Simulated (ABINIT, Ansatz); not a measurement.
## TlH3 (Pm-3m): zone-centre phonons

Wanted: the vibrations of TlH3 (Pm-3m) at Γ, by two programs.

Program: ABINIT 10.8.3. Level of theory: DFT LDA, scalar-relativistic, plane waves, HGH norm-conserving pseudopotentials. Results are calculated unless marked as measured.

The structure was built from a prototype and need not be the compound's stable phase.

### Step 1. Starting point

Symmetry: Pm-3m, No. 221, cubic system. Conventional cell: a = 3.860 Å, b = 3.860 Å, c = 3.860 Å, α = 90.00°, β = 90.00°, γ = 90.00°. Nearest to Tl lie 6 H at 1.93 Å. H has 2 Tl at 1.93 Å nearest. Farther neighbours are not listed.

Structure file:

```cif
data_structure
_symmetry_space_group_name_H-M 'Pm-3m'
_symmetry_Int_Tables_number 221
_cell_length_a 3.8600
_cell_length_b 3.8600
_cell_length_c 3.8600
_cell_angle_alpha 90.000
_cell_angle_beta 90.000
_cell_angle_gamma 90.000
_cell_volume 57.51
loop_
_atom_site_label
_atom_site_type_symbol
_atom_site_symmetry_multiplicity
_atom_site_Wyckoff_symbol
_atom_site_fract_x
_atom_site_fract_y
_atom_site_fract_z
_atom_site_occupancy
Tl1 Tl 1 a 0.00000 0.00000 0.00000 1
H1 H 3 d 0.50000 0.00000 0.00000 1
```

### Step 2. Relaxation

The harmonic expansion needs vanishing forces, and a free crystal bears no stress, so cell and atoms are brought to rest. Stress is more sensitive to the basis than forces are: the last 3 Ha under the cutoff are smoothed with ecutsm, and the cutoff is raised above that of the later runs.

The starting cell comes from a relaxation made beforehand in Ansatz (LDA, PseudoDojo NC).

File relax.abi:

```
# relaxation
ionmov 2
optcell 2
dilatmx 1.08
ntime 40
tolmxf 1.0d-05
tolvrs 1.0d-14
prtwf 0
prtden 0
chksymtnons 0

# basis, mesh and filling
ecut 43.0
ecutsm 3.0
ixc 7
ngkpt 8 8 8
nshiftk 1
shiftk 0.0 0.0 0.0
istwfk *1
occopt 7
tsmear 0.01
nband 8
nstep 100
diemac 1000000.0
prtebands 0
prtgsr 0

# cell and atoms
acell 7.294327688 7.294327688 7.294327688
rprim 
    1.0 0.0 0.0
    0.0 1.0 0.0
    0.0 0.0 1.0
ntypat 2
znucl 81 1
natom 4
typat 1 2 2 2
xred 
    0.0 0.0 0.0
    0.5 0.0 0.0
    0.0 0.5 0.0
    0.0 0.0 0.5
pp_dirpath "./pseudo"
pseudos "Tl.hgh, H.hgh"
```

The run is started by

```bash
> OMP_NUM_THREADS=1 mpirun -n 4 abinit relax.abi > relax.log
```

Numbers of over 12 decimals in the logs are rounded to 6 here.

relax.abo, the main output file:

```text
[banners, grids, parts of the stress and lines that vanish by symmetry left out]
- input  file    -> relax.abi
- output file    -> relax.abo
- root for input  files -> relaxi
[...]
Symmetries : space group Pm -3 m (#221); Bravais cP (primitive cubic)
[...]
mpw =        6704          nfft =      110592          nkpt =          35
[...]
== DATASET  1 ==================================================================
[...]
cutoff_energies: {ecut:  43.0, pawecutdg:  -1.0, }
[...]
Exchange-correlation functional for the present dataset will be:
  LDA: Perdew-Wang 92 LSD fit to Ceperley-Alder data - ixc=7
[...]
ETOT  1  -3.819815    -3.820E+00 2.422E-02 9.323E+01
 ETOT  2  -3.827679    -7.863E-03 1.217E-04 1.660E+01
 ETOT  3  -3.828250    -5.715E-04 8.203E-05 9.364E-01
 ETOT  4  -3.828275    -2.541E-05 2.387E-05 8.143E-02
 ETOT  5  -3.828277    -1.196E-06 3.238E-06 2.062E-03
[...]
At SCF step   11       vres2   =  1.55E-16 < tolvrs=  1.00E-14 =>converged.
[...]
sigma(1 1)=  1.33659688E-04  sigma(3 2)=  0.00000000E+00
  sigma(2 2)=  1.33659688E-04  sigma(3 1)=  0.00000000E+00
  sigma(3 3)=  1.33659688E-04  sigma(2 1)=  0.00000000E+00
[...]
convergence: {deltae: -9.015E-14, res2:  1.550E-16, residm:  1.103E-09, diffor: null, }
etotal    :  -3.82827669E+00
[...]
ETOT  1  -3.828837    -3.829E+00 4.957E-05 3.786E-01
[...]
At SCF step    9       vres2   =  4.65E-16 < tolvrs=  1.00E-14 =>converged.
[...]
sigma(1 1)=  1.20032623E-04  sigma(3 2)=  0.00000000E+00
  sigma(2 2)=  1.20032623E-04  sigma(3 1)=  0.00000000E+00
  sigma(3 3)=  1.20032623E-04  sigma(2 1)=  0.00000000E+00
[...]
convergence: {deltae:  8.615E-14, res2:  4.649E-16, residm:  1.111E-12, diffor: null, }
etotal    :  -3.82886686E+00
[...]
ETOT  1  -3.829116    -3.829E+00 1.202E+00 2.316E+01
[...]
At SCF step   10       vres2   =  6.18E-16 < tolvrs=  1.00E-14 =>converged.
[...]
sigma(1 1)= -1.79932944E-05  sigma(3 2)=  0.00000000E+00
  sigma(2 2)= -1.79932944E-05  sigma(3 1)=  0.00000000E+00
  sigma(3 3)= -1.79932944E-05  sigma(2 1)=  0.00000000E+00
[...]
convergence: {deltae:  5.951E-14, res2:  6.181E-16, residm:  3.003E-13, diffor: null, }
etotal    :  -3.83086736E+00
[...]
ETOT  1  -3.830871    -3.831E+00 1.355E-07 3.695E-01
[...]
At SCF step    9       vres2   =  1.04E-15 < tolvrs=  1.00E-14 =>converged.
[...]
sigma(1 1)=  1.76431870E-06  sigma(3 2)=  0.00000000E+00
  sigma(2 2)=  1.76431870E-06  sigma(3 1)=  0.00000000E+00
  sigma(3 3)=  1.76431870E-06  sigma(2 1)=  0.00000000E+00
[...]
convergence: {deltae:  1.159E-13, res2:  1.040E-15, residm:  3.116E-12, diffor: null, }
etotal    :  -3.83090033E+00
[...]
ETOT  1  -3.830900    -3.831E+00 3.791E-08 2.972E-03
[...]
ETOT  7  -3.830901     5.329E-15 5.700E-13 9.659E-14
 ETOT  8  -3.830901    -2.394E-13 1.107E-12 5.123E-16
 At SCF step    8       vres2   =  5.12E-16 < tolvrs=  1.00E-14 =>converged.
[...]
sigma(1 1)=  2.07207390E-08  sigma(3 2)=  0.00000000E+00
  sigma(2 2)=  2.07207390E-08  sigma(3 1)=  0.00000000E+00
  sigma(3 3)=  2.07207390E-08  sigma(2 1)=  0.00000000E+00
[...]
convergence: {deltae: -2.394E-13, res2:  5.123E-16, residm:  1.107E-12, diffor: null, }
etotal    :  -3.83090066E+00
[...]
At Broyd/MD step   5, gradients are converged :
[...]
sigma(1 1)=  2.07207390E-08  sigma(3 2)=  0.00000000E+00
  sigma(2 2)=  2.07207390E-08  sigma(3 1)=  0.00000000E+00
  sigma(3 3)=  2.07207390E-08  sigma(2 1)=  0.00000000E+00
[...]
- sigma(1 1)=  6.09625189E-04  sigma(3 2)=  0.00000000E+00
- sigma(2 2)=  6.09625189E-04  sigma(3 1)=  0.00000000E+00
- sigma(3 3)=  6.09625189E-04  sigma(2 1)=  0.00000000E+00
[...]
fcart     -0.0000000000E+00 -0.0000000000E+00 -0.0000000000E+00
           strten      2.0720739017E-08  2.0720739017E-08  2.0720739017E-08
================================================================================

[key lines of the parts left out:]
pressure_GPa:  -6.0963E-04
Total energy (etotal) [Ha]= -3.83090066432255E+00
```

Wall time 65 s (4 MPI ranks of Intel Xeon at 2.70GHz, shared host).

Step by step:

```
step  energy less that of the first step (eV)  largest force (eV/Å)  volume (Å³)
   1                                   0.0000                0.0000        57.51
   2                                  -0.0161                0.0000        56.82
   3                                  -0.0705                0.0000        51.59
   4                                  -0.0714                0.0000        52.20
   5                                  -0.0714                0.0000        52.14
```

```
conventional cell, symmetrised  before  after  change
                         a (Å)   3.860  3.736  -3.2 %
                         b (Å)   3.860  3.736  -3.2 %
                         c (Å)   3.860  3.736  -3.2 %
              volume (Å³/atom)   14.38  13.04  -9.3 %
```

The relaxed structure:

```xyz
4
Lattice="3.7360 0.0000 0.0000 0.0000 3.7360 0.0000 0.0000 0.0000 3.7360" Properties=species:S:1:pos:R:3 pbc="T T T"
Tl    0.0000    0.0000    0.0000
H     1.8680    0.0000    0.0000
H     0.0000    1.8680    0.0000
H     0.0000    0.0000    1.8680
```

This step gave:

```yaml
volume_per_atom: 13.04 Å³
pressure: -6.10e-4 GPa
gap_on_the_k_mesh: 0 eV
```

The volume changes by -9.3 % from the cell with which this run began.

### Step 3. Self-consistent run for the response

First-order wavefunctions inherit every error of the ground state, hence the very tight tolvrs. Occupations are smeared.

File gs.abi:

```
# ground state
tolvrs 1.0d-16
prtden 1
prtwf 1

# basis, mesh and filling
ecut 35.0
ixc 7
ngkpt 8 8 8
nshiftk 1
shiftk 0.0 0.0 0.0
istwfk *1
occopt 7
tsmear 0.01
nband 8
nstep 100
diemac 1000000.0
prtebands 0
prtgsr 0

# cell and atoms
acell 7.059923471 7.059923471 7.059923471
rprim 
    1.0 0.0 0.0
    0.0 1.0 0.0
    0.0 0.0 1.0
ntypat 2
znucl 81 1
natom 4
typat 1 2 2 2
xred 
    0.0 0.0 0.0
    0.5 0.0 0.0
    0.0 0.5 0.0
    0.0 0.0 0.5
pp_dirpath "./pseudo"
pseudos "Tl.hgh, H.hgh"
```

The run is started by

```bash
> OMP_NUM_THREADS=1 mpirun -n 4 abinit gs.abi > gs.log
```

gs.abo, the main output file:

```text
[banners, grids, parts of the stress and lines that vanish by symmetry left out]
- input  file    -> gs.abi
- output file    -> gs.abo
- root for input  files -> gsi
[...]
Symmetries : space group Pm -3 m (#221); Bravais cP (primitive cubic)
[...]
mpw =        3514          nfft =       64000          nkpt =          35
[...]
== DATASET  1 ==================================================================
[...]
cutoff_energies: {ecut:  35.0, pawecutdg:  -1.0, }
[...]
Exchange-correlation functional for the present dataset will be:
  LDA: Perdew-Wang 92 LSD fit to Ceperley-Alder data - ixc=7
[...]
ETOT  1  -3.820748    -3.821E+00 2.455E-02 5.797E+01
 ETOT  2  -3.828752    -8.005E-03 2.350E-04 1.005E+01
 ETOT  3  -3.829293    -5.409E-04 1.598E-04 6.062E-01
 ETOT  4  -3.829321    -2.773E-05 2.306E-04 3.751E-02
 ETOT  5  -3.829322    -8.717E-07 3.535E-05 8.095E-04
[...]
ETOT 10  -3.829322    -4.707E-14 1.880E-07 2.516E-15
 ETOT 11  -3.829322    -3.109E-14 2.165E-08 1.338E-17
 At SCF step   11       vres2   =  1.34E-17 < tolvrs=  1.00E-16 =>converged.
[...]
sigma(1 1)=  1.83711141E-05  sigma(3 2)=  0.00000000E+00
  sigma(2 2)=  1.83711141E-05  sigma(3 1)=  0.00000000E+00
  sigma(3 3)=  1.83711141E-05  sigma(2 1)=  0.00000000E+00
[...]
convergence: {deltae: -3.109E-14, res2:  1.338E-17, residm:  2.165E-08, diffor: null, }
etotal    :  -3.82932196E+00
[...]
sigma(1 1)=  1.83711141E-05  sigma(3 2)=  0.00000000E+00
  sigma(2 2)=  1.83711141E-05  sigma(3 1)=  0.00000000E+00
  sigma(3 3)=  1.83711141E-05  sigma(2 1)=  0.00000000E+00
[...]
- sigma(1 1)=  5.40496837E-01  sigma(3 2)=  0.00000000E+00
- sigma(2 2)=  5.40496837E-01  sigma(3 1)=  0.00000000E+00
- sigma(3 3)=  5.40496837E-01  sigma(2 1)=  0.00000000E+00
[...]
fcart     -0.0000000000E+00 -0.0000000000E+00 -0.0000000000E+00
           strten      1.8371114099E-05  1.8371114099E-05  1.8371114099E-05
================================================================================

[key lines of the parts left out:]
pressure_GPa:  -5.4050E-01
```

Run time: 11 s. Hardware: 4 MPI ranks.

Read from the output:

```yaml
pressure: -0.5405 GPa
```

The cell stands at -0.54 GPa: the relaxation ran with a smoothed and higher cutoff, and the difference is a stress of the finite basis.

[end of part 1 of 4]

[Host names and launcher messages were left out of these logs when they were recorded.]

[Logs are printed without paths, hosts, clocks, repeated set-up lines and the standing remarks that a program may print on its own settings, such as how far it seeks lower states.]

[Hosts, paths, dates, database ids (printed as entryN), source tags and the programs' standing remarks are cut or masked in the printed files.]
